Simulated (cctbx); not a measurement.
**Lattice, Laue class and space group of a new crystal**

Cell: a = 10.3240 Å, b = 10.3240 Å, c = 8.0330 Å, α = 90.00°, β = 90.00°, γ = 120.00°. Expected content of the cell: Te2 Se6 Fe2 K12.

The data are simulated with cctbx, not measured: Ag Kα, λ = 0.56087 Å, to d = 0.8 Å, 80 % of the full sphere, strongest reflection 5000 counts, noise from counting, a 3 % proportional error and a noise floor of 15 counts (s.d.); no absorption.

A first pass over the reflections prints:

```text
4880 reflections to d = 0.800 A
centring   violations  <I/sigma> of those
    A       1148 of  2448      5.2
    B       1166 of  2432      5.3
    C       1278 of  2448      5.7
    I       1164 of  2442      5.2
    R       1642 of  3270      5.5
    F       1796 of  3664      5.4
Laue class    unique    Rint  (classes that these axes allow; Friedel mates merged)
P -1             2920   0.080
P 1 1 2/m        1624   0.092
P -3             1018   0.097
P -3 1 m          564   0.102
P -3 m 1          599   0.102
P 6/m             551   0.103
P 6/m m m         348   0.105
space group    extra absences  I>4sigma  <I/sigma>
P 6 2 2                 0          0         -  acentric
P 63 2 2                6          0       0.1  acentric
P 6 m m                 0          0         -  acentric
P 63 m c              238          0      -0.0  acentric
P -6 m 2                0          0         -  acentric
P -6 2 m                0          0         -  acentric
P -6 2 c              238          0      -0.0  acentric
P 6/m m m               0          0         -  centric
P 63/m m c            238          0      -0.0  centric
Wilson B = 1.34 A^2   <|E^2-1|> = 0.702 (0.968 centric, 0.736 acentric)   E^2>4: 0.6 %
shell (A)         n   <I/sigma>
 8.94 - 1.60     56     31.6
 1.60 - 1.27     47     23.9
 1.27 - 1.11     43     22.0
 1.11 - 1.01     38     18.6
 1.01 - 0.94     42     18.9
 0.94 - 0.88     41     11.1
 0.88 - 0.84     45     12.8
 0.84 - 0.80     36     12.1
```

Q: Read the symmetry from these tables.

Every centring test has many violations, so the lattice is primitive.

Rint stays low (0.080 to 0.105) up to P 6/m m m, the highest class in these axes. It includes Bijvoet differences, since Friedel mates are merged.

9 settings pass the absence test. The most absences obeyed, 238, belong to P 63 m c, P -6 2 c and P 63/m m c, which absences can't tell apart.

⟨|E²−1|⟩ = 0.702 leans to a non-centrosymmetric structure. The Wilson B of 1.34 Å² means U ≈ 0.0170 Å².

The true group is P6_3mc (no. 186), Laue class 6/mmm, non-centrosymmetric. The tables only narrow the choice to the tied entries; cell content, site symmetry and trial solutions must settle it.

The model is made up (kin elements in a known structure type, no relaxation), so it says nothing on whether the phase exists.

[Logs are printed without paths, hosts, clocks, repeated set-up lines and the standing remarks that a program may print on its own settings, such as how far it seeks lower states.]
